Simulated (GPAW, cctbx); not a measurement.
## Zr3Ti2: deformation density and structure factors from DFT

Aim: compute the bonding part of the density of Zr3Ti2, find which reflections carry it, and see how it biases an ordinary refinement.

The cell comes from substitution in a known structure type and wasn't matched to any measured phase. All numbers below are calculated.

**1. Relax the structure**

The density hangs on the geometry, so cell and atoms are relaxed first, with the symmetry held. The cutoff is set higher than for the density because stress converges slowly with plane waves.

Settings: GPAW 26.7.0, PBE, 570 eV, 5×3×3 k-points (along the axes of the calculation cell), Fermi–Dirac width 0.1 eV, BFGS to 0.03 eV/Å.

```text
cell
1.0
     0.000000000    0.000000000    3.545000000
     7.147000000    0.000000000    0.000000000
     0.000000000    7.147000000    0.000000000
Zr Ti
6 4
Direct
0.500000000 0.842400000 0.657600000
0.500000000 0.157600000 0.342400000
0.500000000 0.342400000 0.842400000
0.500000000 0.657600000 0.157600000
0.000000000 0.000000000 0.000000000
0.000000000 0.500000000 0.500000000
0.000000000 0.367800000 0.132200000
0.000000000 0.632200000 0.867800000
0.000000000 0.867800000 0.367800000
0.000000000 0.132200000 0.632200000
```

```console
$ OMP_NUM_THREADS=1 mpirun -n 4 gpaw python run.py > gpaw.log
```

```text
BFGS:    0      -68.211228        2.462019
BFGS:    1      -68.503995        2.266306
BFGS:    2      -69.300805        1.528099
BFGS:    3      -69.692757        0.915126
...
BFGS:   18      -70.213009        0.101431
BFGS:   19      -70.215618        0.050367
BFGS:   20      -70.215143        0.011742
cell  3.5411 7.7265 7.7265  90.00 90.00 90.00
volume 211.402 A^3, largest force 0.003 eV/A, largest stress 0.09 GPa
```

The cell moved far, while the k-mesh and basis were chosen for the start, so the final shape may be somewhat biased.

After 20 steps the volume has changed by +16.7 % and the energy by -2.004 eV; the largest stress left is 0.09 GPa. It took 14 min on 4 cores of Arm Neoverse V1 (shared host), peak memory 1.4 GiB.

Relaxed structure: P4/mbm (no. 127), a = 7.7265 Å, b = 7.7265 Å, c = 3.5411 Å, α = 90.00°, β = 90.00°, γ = 90.00°.

| atom | mult. | x | y | z |
| --- | --- | --- | --- | --- |
| Zr1 | 4 | 0.8316 | 0.6684 | 1/2 |
| Zr2 | 2 | 0 | 0 | 0 |
| Ti1 | 4 | 0.3736 | 0.1264 | 0 |

**2. The all-electron density**

X-rays see the whole electron density, so the PAW density is rebuilt with its core regions. Subtracting spherical free atoms from the same code cancels the cores and leaves the deformation density Δρ, the part due to bonding.

Settings: PBE, 450 eV, 7×3×3 k-points (along the axes of the calculation cell), Fermi–Dirac width 0.1 eV; primitive cell of 10 atoms.

```console
$ OMP_NUM_THREADS=1 mpirun -n 4 gpaw python run.py > gpaw.log
```

```text
|iter:   1|       0s |  -72.104779 | +0.26 |       |
|iter:   2|       2s |  -71.427083 | -1.12 | -1.25 |
|iter:   3|       5s |  -69.680434 | -0.76 | -1.30 |
...
|iter:  14|      30s |  -69.735800c| -6.75 | -5.12c|
|iter:  15|      32s |  -69.735806c| -7.14 | -5.03c|
|iter:  16|      35s |  -69.735809c| -7.40c| -5.63c|
```

```text
grid (36, 80, 80)  electrons 328.000  moved by bonding 1.871 e
deformation density beyond 0.5 A of the nuclei: max 0.048, min -0.110 e/A^3
atom        x       y       z   Voronoi charge  moment
Zr1    0.5000  0.8316  0.6684      0.043       0.00
Zr2    0.5000  0.1684  0.3316      0.043       0.00
Zr3    0.5000  0.3316  0.8316      0.043       0.00
Zr4    0.5000  0.6684  0.1684      0.043       0.00
Zr5    0.0000  0.0000  0.0000      0.138       0.00
Zr6    0.0000  0.5000  0.5000      0.138       0.00
Ti7    0.0000  0.3736  0.1264     -0.112       0.00
Ti8    0.0000  0.6264  0.8736     -0.112       0.00
Ti9    0.0000  0.8736  0.3736     -0.112       0.00
Ti10   0.0000  0.1264  0.6264     -0.112       0.00
mean inner potential of superposed free atoms 23.350 V
total magnetic moment 0.000 muB
```

Deformation density in a plane through the shortest contact of the Ti atom at the origin, in 0.01 e/Å³ (clipped at ±99); x from -1.6 to 4.4 Å, y from 2.4 down to -2.4 Å:

```text
  3  -1  -1  -1  -1   0   2   4   4   2   0  -1  -1  -1  -1   3
 -1  -3  -1   1   1   1   2   3   3   2   1   1   1  -1  -3  -1
 -3  -3  -1   1   2   2   2   3   3   2   2   2   1  -1  -3  -3
  3  -1  -1  -1  -1   0   2   4   4   2   0  -1  -1  -1  -1   3
  0   0  -1  -3  -5  -2   2   4   4   2  -2  -5  -3  -1   0   0
  1   0  -1   2   .  -1   0   3   3   0  -1   .   2  -1   0   1
  1   0  -2   .   .   .  -3   2   2  -3   .   .   .  -2   0   1
  1   0  -1   2   .  -1   0   3   3   0  -1   .   2  -1   0   1
  0   0  -1  -3  -5  -2   2   4   4   2  -2  -5  -3  -1   0   0
  3  -1  -1  -1  -1   0   2   4   4   2   0  -1  -1  -1  -1   3
 -3  -3  -1   1   2   2   2   3   3   2   2   2   1  -1  -3  -3
 -1  -3  -1   1   1   1   2   3   3   2   1   1   1  -1  -3  -1
  3  -1  -1  -1  -1   0   2   4   4   2   0  -1  -1  -1  -1   3
```

Atoms in or within 0.15 Å of the plane: Ti (0.0, 0.0), Ti (2.8, 0.0) Å. Dots mark points within about 0.45 Å of a nucleus; large values next to them are atomic features.

Ti gains most (-0.11 e) and Zr loses most (+0.07 e), in averages over each element's sites, as electronegativity suggests. Along the shortest contact from the Ti atom at the map's origin, Ti–Ti at 2.76 Å, Δρ is +0.02 e/Å³ at the midpoint: little piles up between the atoms, as is usual in a metallic crystal, which this run finds. At the midpoints of other shortest contacts it is 0.00 (Zr–Ti, 2.86 Å) and +0.01 (Zr–Zr, 3.38 Å) e/Å³. Point values carry grid noise of about 0.01 e/Å³. The run needed 16 iterations, 49 s.

**3. From the density to structure factors**

The Fourier components of Δρ, added to those of the free atoms, give the static X-ray structure factors; the Mott–Bethe relation turns them into the Fourier components V of the potential that fast electrons feel.

```text
static structure factors of the conventional cell: F in electrons, V (Mott-Bethe) in volts
   h  k  l      d  |F| table  |F| free   |F| DFT   change   |V| free  |V| DFT  change %
   1  1  0  5.4635     0.513     0.557     0.951    0.394     0.729    0.474    -35.0
   2  0  0  3.8632     3.971     3.974     4.052    0.077     0.213    0.188    -11.8
   0  0  1  3.5411     3.377     3.277     3.735    0.458     1.284    1.160     -9.7
   2  1  0  3.4554    50.478    50.601    50.617    0.016     1.505    1.501     -0.3
   1  1  1  2.9715    63.811    63.902    63.695   -0.207     2.175    2.215      1.8
   2  2  0  2.7317    98.959    98.926    98.739   -0.188     3.917    3.948      0.8
   2  0  1  2.6104   128.265   128.194   127.835   -0.359     4.916    4.969      1.1
   2  1  1  2.4731   138.767   138.534   137.924   -0.609     5.758    5.839      1.4
   3  1  0  2.4433   155.763   155.543   154.777   -0.766     6.166    6.265      1.6
   2  2  1  2.1629    27.672    27.640    27.586   -0.055     0.941    0.947      0.6
   3  2  0  2.1429    44.797    44.661    44.217   -0.444     2.031    2.075      2.2
   3  1  1  2.0111    30.880    30.796    30.639   -0.156     1.364    1.377      1.0
   4  0  0  1.9316    52.762    52.621    52.317   -0.304     2.355    2.379      1.0
   4  1  0  1.8740    86.581    86.520    86.531    0.011     2.661    2.661     -0.0
```

The largest X-ray change is -0.77 e on 310, 0.5 % of |F|. For electrons V goes as (Z − F)/g², and among components above 0.1 V the largest relative change is this: |V| of 110 moves by -35.0 % (0.73 to 0.47 V) against +70.7 % in |F|. The last three rows still change by up to 0.30 e; the table stops while the angles are still low. The tabulated Hartree–Fock atoms differ from the free DFT atoms by up to 0.23 e, so the choice of reference atom matters too.

**4. The functional ladder**

The same geometry is run with other functionals, to see whether the bonding signal is larger than the spread between approximations. Free atoms are LDA for LDA and PBE otherwise; meta-GGAs and hybrids keep PBE cores. Any other changed setting is in the row's label.

```
   run  ΔF 310 (e)  ΔF 211 (e)  ΔF 001 (e)  q(Ti) (e)  moved (e)   time
   PBE      -0.766      -0.609      +0.458     -0.112      1.871   49 s
   LDA      -0.716      -0.557      +0.485     -0.114      1.733   49 s
r2SCAN      -0.901      -0.741      +0.398     -0.110      2.184  2 min
```

At the base's settings ΔF(310) spans -0.901 to -0.716 e, a spread of 24 % of the PBE value; over the three listed reflections the spread is at most 30 %, so the sign holds and the size hangs on the functional. Times are from shared hosts.

**5. What a spherical-atom refinement makes of it**

Routine crystallography fits spherical atoms. To see the bias, intensities are simulated from tabulated atoms plus the DFT change ΔF, so that bonding alone can misfit (9286 reflections of the full sphere, merged to the counts below, to 0.45 Å, 1 % proportional noise plus counting noise, assumed isotropic U as listed, Δρ smeared by the mean U) and refined with cctbx over different ranges.

```
                    range  data      R1  GooF  U Zr1 (true 0.0088)  U Zr2 (true 0.0088)  U Ti1 (true 0.0108)  largest shift (Å)  Δρ max, min (e/Å³)
                 all data   707  0.0048  0.95               0.0088               0.0088               0.0108             0.0000         0.29, -0.24
 low resolution, d > 0.84   124  0.0034  1.07               0.0087               0.0087               0.0107             0.0002         0.14, -0.12
     high order, d < 0.75   537  0.0060  0.92               0.0088               0.0088               0.0108             0.0000         0.24, -0.28
occupancies free, d > 0.7   203  0.0035  1.01               0.0088               0.0088               0.0107             0.0001         0.15, -0.13
```

With all data GooF is 0.95, so at this noise the bonding hardly shows; the top residual peak lies 1.84 Å from Zr and 1.84 Å from Zr. No U is off by more than 3 s.u. at low resolution. With Zr1 held at 1 and the scale free, the other occupancies refine to Zr2 1.000(0.001) and Ti1 0.999(0.001), within three s.u. of full.

**6. Answer**

Bonding moves 1.87 e in the primitive cell of Zr3Ti2 and changes the structure factors of the conventional cell in the table above by at most 0.77 e (310, 0.5 %), and among reflections above 2 % of the strongest by up to 14.0 % (001). The shortest bond, Ti–Ti, has Δρ = +0.02 e/Å³ at its midpoint, with no localised bond charge. At the base's settings ΔF(310) spans -0.901 to -0.716 e, a spread of 24 % of the PBE value; over the three listed reflections the spread is at most 30 %, so the sign holds and the size hangs on the functional. With all data GooF is 0.95, so at this noise the bonding hardly shows. Limits: static density, frozen cores, no spin–orbit coupling.

[Outputs are excerpts: Python notices, other lines and further rows are left out; steps that failed or that the build refused (PBEsol, TPSS) are not shown.]

[Logs are printed without paths, hosts, clocks, repeated set-up lines and the standing remarks that a program may print on its own settings, such as how far it seeks lower states.]
